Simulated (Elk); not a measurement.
**Bands of CrIr3 in the lowest magnetic state tried**

How do the spin channels of CrIr3 fill?

Main program and level: Elk 11.2.3 (patched build); LDA (Perdew-Wang); all-electron APW+lo, Dirac cores, scalar-relativistic bands.

### 1. Set-up

Symmetry: Pm-3m, No. 221, cubic system. Conventional cell: a = 3.814 Å, b = 3.814 Å, c = 3.814 Å, α = 90.00°, β = 90.00°, γ = 90.00°. Nearest to Cr lie 12 Ir at 2.70 Å. Ir has 4 Cr at 2.70 Å and 8 Ir at 2.70 Å nearest. Farther neighbours are not listed.

The cell comes from a database of computed structures and need not be the stable phase.

### 2. Ground-state run

Bands and densities of states are read from a converged potential, so the magnetic state comes first.

This is the lowest of the starts that converged (ferro +).

The last three numbers of an atom's line are a seed field in its sphere. It points against the wanted moment and shrinks by the factor reducebf each loop.

File elk.in:

```
tasks
  0

xctype
  3

rgkmax
  7.0

nempty
  8

swidth
  0.003

reducebf
  0.5

epsengy
  1e-05

maxscl
  100

lmaxi
  2

spinpol
  .true.

sppath
  './'

avec
  7.20767511283 0.00000000000 0.00000000000
  0.00000000000 7.20767511283 0.00000000000
  0.00000000000 0.00000000000 7.20767511283

atoms
  2
  'Cr.in'
  1
  0.0000000000 0.0000000000 0.0000000000   0.000000 0.000000 -0.187500
  'Ir.in'
  3
  0.0000000000 0.5000000000 0.5000000000   0.000000 0.000000 0.000000
  0.5000000000 0.5000000000 0.0000000000   0.000000 0.000000 0.000000
  0.5000000000 0.0000000000 0.5000000000   0.000000 0.000000 0.000000

ngridk
  6 6 6
```

Launch:

```sh
OMP_NUM_THREADS=4 elk
```

Numbers of over 12 decimals in the logs are rounded to 6 here.

The program printed:

```text
Warning(init1): few empty states an atom for a second variation :    8.000000000
 they are its basis, with spin, DFT+U, afieldc (12 by default), in Hartree-Fock and RDMFT; 30 and more for pressures
Warning(gndstate): core states of species 2 leak from the muffin-tin :   0.9984274819E-03

--- INFO.OUT ---
┌─────────────────────────┐
│ Elk code version 11.2.3 │
└─────────────────────────┘

All units are atomic (Hartree, Bohr, etc.)

┌─────────────────────────────────────────────────┐
│ Ground-state run starting from atomic densities │
└─────────────────────────────────────────────────┘

Lattice vectors :
   7.207675113       0.000000000       0.000000000
   0.000000000       7.207675113       0.000000000
   0.000000000       0.000000000       7.207675113

Species : 1 (Cr)
 parameters loaded from : Cr.in
 name : chromium
 nuclear charge    :   -24.00000000
 electronic charge :    24.00000000
 atomic mass :    94783.09202
 muffin-tin radius :    2.400000000
 number of radial points in muffin-tin :    497
 inner part over the whole radius :   0.9857795597E-02
 number on inner part of muffin-tin    :    350
 approximate nuclear radius :   0.6987106690E-04
 number of mesh points to nuclear radius :    165
 atomic positions (lattice), magnetic fields (Cartesian) :
  1 :   0.00000000  0.00000000  0.00000000    0.00000000  0.00000000 -0.18750000

Species : 2 (Ir)
 parameters loaded from : Ir.in
 name : iridium
 nuclear charge    :   -77.00000000
 electronic charge :    77.00000000
 atomic mass :    350390.1562
 muffin-tin radius :    2.523297974
 number of radial points in muffin-tin :    697
 inner part over the whole radius :   0.9909484149E-02
 number on inner part of muffin-tin    :    499
 approximate nuclear radius :   0.1024342351E-03
 number of mesh points to nuclear radius :    263
 atomic positions (lattice), magnetic fields (Cartesian) :
  1 :   0.00000000  0.50000000  0.50000000    0.00000000  0.00000000  0.00000000
  2 :   0.50000000  0.50000000  0.00000000    0.00000000  0.00000000  0.00000000
  3 :   0.50000000  0.00000000  0.50000000    0.00000000  0.00000000  0.00000000

Total number of atoms per unit cell :    4
Total muffin-tin volume :    259.7961487
 ratio of muffin-tin to unit cell volume :   0.6938204578

Spin treatment :
 spin-polarised
 global magnetic field (Cartesian) :    0.000000000       0.000000000       0.000000000
 collinear magnetisation in z-direction

Number of Bravais lattice symmetries :   48
Number of crystal symmetries         :   48
Crystal has inversion symmetry
Real symmetric eigensolver will be used

k-point grid :      6     6     6
k-point offset :    0.000000000       0.000000000       0.000000000
k-point set is reduced with full crystal symmetry group
Total number of k-points :       20

Muffin-tin radius times maximum |G+k| :    7.000000000
 using average radius
Maximum |G+k| for APW functions       :    2.808455157
Maximum (1/2)|G+k|²                   :    3.943710183
Maximum |G| for potential and density :    12.00000000
Constant for pseudocharge density :    8
 order of it for each species :   15  15
 order of it for pair densities of each species (exact exchange by exxq0 0: 15) :    9  10
Radial integration step length :    1

G-vector grid sizes :     28    28    28
Number of G-vectors :    11019

Maximum angular momentum used for
 APW functions            :    8
 outer part of muffin-tin :    6
 inner part of muffin-tin :    2

Number of empty states         :     32
Total number of valence states :    166
Total number of core states    :    154

Third-order local-orbitals added for an l without core states : T
Total number of local-orbitals :    137

Exchange-correlation functional :      3     0     0
 Perdew-Wang/Ceperley-Alder, Phys. Rev. B 45, 13244 (1992)
 gradient requirement :    0
 local density approximation (LDA)

Smearing type :    3
 Fermi-Dirac
Smearing width :   0.3000000000E-02
Effective electronic temperature (K) :    947.3250744

Mixing type :    3
 Broyden mixing, J. Phys. A: Math. Gen. 17, L317 (1984)

Kohn-Sham potential initialised from atomic data

┌──────────────────────────────┐
│ Self-consistent loop started │
└──────────────────────────────┘

┌─────────────────┐
│ Loop number : 1 │
└─────────────────┘

Energies :
 Fermi                       :     0.308746
 sum of occupied eigenvalues :     -33489.343463798
 electron kinetic            :      62056.838666451
 core electron kinetic       :      59663.691025816
 Coulomb                     :     -115586.55231423
 Coulomb potential           :     -94076.999255395
 nuclear-nuclear             :     -5499.8950442951
 electron-nuclear            :     -126245.34812932
 Hartree                     :      16158.690859390
 Madelung                    :     -68548.052686528
 xc potential                :     -1469.1681223616
 xc effective B-field        :    -0.29418099820743E-02
 external B-field            :      0.000000
 exchange                    :     -1036.8975728436
 correlation                 :     -26.104981666098
 electron entropic           :    -0.15754761548351E-02
 total energy                :     -54592.717777760
 (external B-field energy excluded from total)

Density of states at Fermi energy :    54.75167895
 (states/Hartree/unit cell)

Estimated indirect band gap :   0.3998934860E-02
 from k-point 6 to k-point 6
Estimated direct band gap   :   0.3998934860E-02
 at k-point 6

Charges :
 core                        :    154.0000000
 valence                     :    101.0000000
 interstitial                :    5.424945185
 muffin-tins (core leakage)
  species : 1 (Cr)
   atom 1                    :    20.25271594     ( -0.3576938402E-05)
  species : 2 (Ir)
   atom 1                    :    76.44077963     (  0.1080547207E-02)
   atom 2                    :    76.44077963     (  0.1080547207E-02)
   atom 3                    :    76.44077963     (  0.1080547207E-02)
 total in muffin-tins        :    249.5750548
 total calculated charge     :    254.9949160
 total charge                :    255.0000000
 error                       :   0.5083987001E-02

Moments :
 interstitial                :   0.1670511366E-01
 muffin-tins
  species : 1 (Cr)
   atom 1                    :   0.3733189566
  species : 2 (Ir)
   atom 1                    :  -0.1034819570
   atom 2                    :  -0.1034819570
   atom 3                    :  -0.1034819570
 total in muffin-tins        :   0.6287308560E-01
 total moment                :   0.7957819926E-01

[... earlier loops left out ...]

┌──────────────────┐
│ Loop number : 24 │
└──────────────────┘

Energies :
 Fermi                       :     0.447326
 sum of occupied eigenvalues :     -33458.435808095
 electron kinetic            :      62071.439366591
 core electron kinetic       :      59668.534454207
 Coulomb                     :     -115600.66474198
 Coulomb potential           :     -94117.718156540
 nuclear-nuclear             :     -5499.8950442951
 electron-nuclear            :     -126232.45928443
 Hartree                     :      16131.689586744
 Madelung                    :     -68541.805663710
 xc potential                :     -1412.1197492349
 xc effective B-field        :    -0.37268880770473E-01
 external B-field            :      0.000000
 exchange                    :     -1037.7851103177
 correlation                 :     -26.125555957854
 electron entropic           :    -0.34196977234301E-02
 total energy                :     -54593.139461363
 (external B-field energy excluded from total)

Density of states at Fermi energy :    123.5687305
 (states/Hartree/unit cell)

Estimated indirect band gap :   0.9126608090E-03
 from k-point 8 to k-point 8
Estimated direct band gap   :   0.9126608090E-03
 at k-point 8

Charges :
 core                        :    154.0000000
 valence                     :    101.0000000
 interstitial                :    5.124890327
 muffin-tins (core leakage)
  species : 1 (Cr)
   atom 1                    :    22.86918968     ( -0.3576939728E-05)
  species : 2 (Ir)
   atom 1                    :    75.66864000     (  0.9984274819E-03)
   atom 2                    :    75.66864000     (  0.9984274819E-03)
   atom 3                    :    75.66864000     (  0.9984274819E-03)
 total in muffin-tins        :    249.8751097
 total calculated charge     :    254.9951401
 total charge                :    255.0000000
 error                       :   0.4859918795E-02

Moments :
 interstitial                :   0.3808618185E-01
 muffin-tins
  species : 1 (Cr)
   atom 1                    :    1.449433584
  species : 2 (Ir)
   atom 1                    :  -0.1202717314
   atom 2                    :  -0.1202717314
   atom 3                    :  -0.1202717314
 total in muffin-tins        :    1.088618390
 total moment                :    1.126704572

┌──────────────────────────────┐
│ Self-consistent loop stopped │
└──────────────────────────────┘

Warning : core states of species 2 leak from the muffin-tin :   0.9984274819E-03

Wrote STATE.OUT
```

The job ended after 77 s (4 threads of Arm Neoverse V1, shared host; peak memory 0.38 GiB; 4.9 min of CPU time).

Spin moment in the muffin-tin sphere by atom:

```
atom  spin moment in the muffin-tin sphere (μB)
 Cr1                                       1.45
 Ir2                                      -0.12
 Ir3                                      -0.12
 Ir4                                      -0.12
```

This step gave:

```yaml
density_of_states_at_the_fermi_level: 4.541 states/eV/cell
moment_between_the_spheres: 0.03809 μB
magnetization: 1.127 μB
final_state: ferromagnetic
```

### 3. Bands and density of states

The potential is kept. Point names follow a standard table for this cell's lattice and can differ from other conventions. The density of states is interpolated from the levels on the mesh (so its value at the Fermi level can differ from the smeared one of the ground-state run), and the bands are solved anew along a path of special points.

Edit elk.in of step 2 so:

```diff
@@ -1,3 +1,7 @@
 tasks
-  0
+  10
+  20
+  15
+  33
+  73
 
@@ -42,3 +46,3 @@
   1
-  0.0000000000 0.0000000000 0.0000000000   0.000000 0.000000 -0.187500
+  0.0000000000 0.0000000000 0.0000000000   0.000000 0.000000 -0.000187
   'Ir.in'
@@ -51 +55,22 @@
   6 6 6
+
+wplot
+  300 60 1
+  -0.35000 0.25000
+
+plot1d
+  7 84
+  0.00000000 0.00000000 0.00000000
+  0.00000000 0.50000000 0.00000000
+  0.50000000 0.50000000 0.00000000
+  0.00000000 0.00000000 0.00000000
+  0.50000000 0.50000000 0.50000000
+  0.00000000 0.50000000 0.00000000
+  0.50000000 0.50000000 0.50000000
+
+plot3d
+  0 0 0
+  1 0 0
+  0 1 0
+  0 0 1
+  20 20 20
```

Launch:

```sh
OMP_NUM_THREADS=4 elk
```

The program printed:

```text
┌─────────────────────────────────┐
│ Elk code version 11.2.3 started │
└─────────────────────────────────┘

┌───────────────────┐
│ Current task : 10 │
└───────────────────┘
Info(checkmt): changed muffin-tin radius of species 2 (Ir) from   2.8000 to   2.5233

Info(writedos):
 Total density of states written to TDOS.OUT

 Partial density of states written to PDOS_Sss_Aaaaa.OUT
 for all species and atoms

 Spin-quantisation axis :    0.000000000       0.000000000       1.000000000

 Eigenvalues of a random matrix symmetrised with the site
 symmetries in the Yₗₘ basis written to ELMIREP.OUT for all
 species and atoms. Degenerate eigenvalues correspond to
 irreducible representations of each site symmetry group

 Interstitial density of states written to IDOS.OUT

 Fermi energy is at zero in plots

 DOS units are states/Hartree/unit cell

┌───────────────────┐
│ Current task : 20 │
└───────────────────┘

Info(bandstr):
 Band structure plot written to BAND.OUT

 Fermi energy is at zero in plot

 Vertex location lines written to BANDLINES.OUT

┌───────────────────┐
│ Current task : 15 │
└───────────────────┘

Warning(init1): few empty states an atom for a second variation :    8.000000000
 they are its basis, with spin, DFT+U, afieldc (12 by default), in Hartree-Fock and RDMFT; 30 and more for pressures

Info(writelsj):
 muffin-tin L, S and J expectation values written to LSJ.OUT

┌───────────────────┐
│ Current task : 33 │
└───────────────────┘

Info(rhoplot): 3D density plot written to RHO3D.OUT

┌───────────────────┐
│ Current task : 73 │
└───────────────────┘

Info(vecplot):
 3D magnetisation density written to MAG3D.OUT

┌──────────────────┐
│ Elk code stopped │
└──────────────────┘
```

It took 35 s on 4 threads; peak memory 0.37 GiB.

Electronic bands along the path, in eV, zero at the Fermi level; # counts the bands kept:

```csv
point,up #16,up #17,up #18,up #19,down #13,down #15,down #16,down #17
Γ,1.43,1.43,1.43,1.94,1.30,1.88,1.88,1.88
0.55 of the way,0.04,0.08,0.48,0.48,-1.24,-0.17,0.20,1.04
X,-0.79,-0.79,-0.65,0.22,-1.51,-1.35,0.10,0.10
0.45 of the way,-1.08,-0.83,-0.57,0.80,-1.31,-0.95,-0.85,-0.15
M,-1.01,-0.87,-0.73,-0.43,-2.08,-1.80,-1.06,-0.83
halfway,-0.13,0.07,0.10,0.60,-1.44,-0.24,-0.02,0.72
Γ,1.43,1.43,1.43,1.94,1.30,1.88,1.88,1.88
halfway,-1.14,-0.33,-0.33,1.21,-1.61,-1.09,-1.06,0.61
R,-0.32,1.08,1.08,1.08,-0.36,-0.20,-0.20,1.32
halfway,-1.33,0.54,0.62,0.78,-1.95,-1.76,-0.75,0.93
X,-0.79,-0.79,-0.65,0.22,-1.51,-1.35,0.10,0.10
0.53 of the way,-1.43,0.65,0.73,0.85,-1.97,-1.75,-0.82,0.97
R,-0.32,1.08,1.08,1.08,-0.36,-0.20,-0.20,1.32
```

The density of states has structure finer than the step of the table below, so its rows give means over 0.5 eV, whole bins alone (the curve runs from -9.52 to 6.75 eV). Peaks (eV: height): up -6.10: 3.09, -2.67: 4.27, -1.80: 3.25, 1.14: 3.37; down -6.04: 3.23, -2.50: 3.94, 0.82: 3.99, 1.69: 3.63; Cr1 d up -2.61: 0.942, -1.85: 0.732, -0.38: 1.39, 0.93: 1.40; Cr1 d down -2.50: 0.512, -0.93: 0.543, 0.82: 2.15, 1.69: 1.98; Ir2 d up -3.86: 0.671, -2.67: 0.873, -1.80: 0.630, 1.20: 0.726.

Table of density of states by energy, zero at the Fermi level; means over each step; values in states/eV/cell:

```
energy (eV)     up   down  Cr1 d up  Cr1 d down  Ir2 d up  Ir2 d down
       -9.0  0.152  0.148    2.2e-4      1.6e-4   0.00196     0.00218
       -8.5  0.239  0.235    7.4e-4      5.5e-4   0.00521     0.00560
       -8.0  0.369  0.371   0.00234     0.00171    0.0142      0.0152
       -7.5  0.526  0.524   0.00874     0.00633    0.0376      0.0386
       -7.0  0.764  0.754    0.0265      0.0194     0.109       0.102
       -6.5   1.72   1.44    0.0873      0.0470     0.265       0.231
       -6.0   2.88   3.03     0.170       0.130     0.556       0.597
       -5.5   2.48   2.56     0.149       0.101     0.543       0.584
       -5.0   1.81   1.76     0.109      0.0703     0.405       0.400
       -4.5   1.85   1.95     0.117      0.0823     0.404       0.437
       -4.0   2.36   2.10     0.203      0.0909     0.534       0.501
       -3.5   2.69   2.78     0.232       0.158     0.573       0.628
       -3.0   2.30   1.80     0.333       0.125     0.460       0.392
       -2.5   3.00   2.88     0.706       0.386     0.583       0.662
       -2.0   2.48   2.19     0.595       0.279     0.452       0.495
       -1.5   2.85   2.91     0.663       0.412     0.545       0.631
       -1.0   2.05   2.31     0.500       0.388     0.406       0.471
       -0.5   2.18   1.54     0.975       0.259     0.323       0.327
        0.0   2.32  0.886      1.02       0.196     0.363       0.183
        0.5   2.54   1.79      1.06       0.893     0.436       0.237
        1.0   3.13   3.33      1.21        1.71     0.585       0.451
        1.5   1.67   3.20     0.397        1.57     0.371       0.477
        2.0  0.845   1.88     0.224       0.951     0.143       0.255
        2.5  0.613  0.902     0.163       0.399    0.0841       0.108
        3.0  0.217  0.643    0.0338       0.271    0.0320      0.0648
        3.5  0.484  0.421    0.0327       0.104    0.0842      0.0555
        4.0  0.605  0.661    0.0403      0.0977    0.0987      0.0978
        4.5  0.578  0.542    0.0399      0.0759    0.0839      0.0712
        5.0  0.545  0.551    0.0436      0.0730    0.0677      0.0656
        5.5  0.546  0.536    0.0473      0.0678    0.0575      0.0560
        6.0  0.460  0.518    0.0383      0.0615    0.0419      0.0467
```

### 4. Summary of results

- state: ferromagnetic
- largest moment: 1.45 μB

Right at the Fermi level (the table gives means over its steps) the density of states is 2.4 states/eV a cell for spin up and 0.83 for spin down. Within the window shown, the centres of the Cr1 d states of the two spins lie 1.2 eV apart, a rough measure of the splitting of the spins. The state is the lowest of the starts that converged. These are Kohn–Sham levels without spin–orbit coupling.

[Logs and program files are shortened in this print: banners, set-up blocks, solver, clock and traceback lines can be left out without a mark of their own.]

[Logs are printed without paths, hosts, clocks, repeated set-up lines and the standing remarks that a program may print on its own settings, such as how far it seeks lower states.]

[Hosts, paths, dates, database ids (printed as entryN), source tags and the programs' standing remarks are cut or masked in the printed files.]

[Where a cell is said to come from a database of computed structures, the database is the Materials Project.]
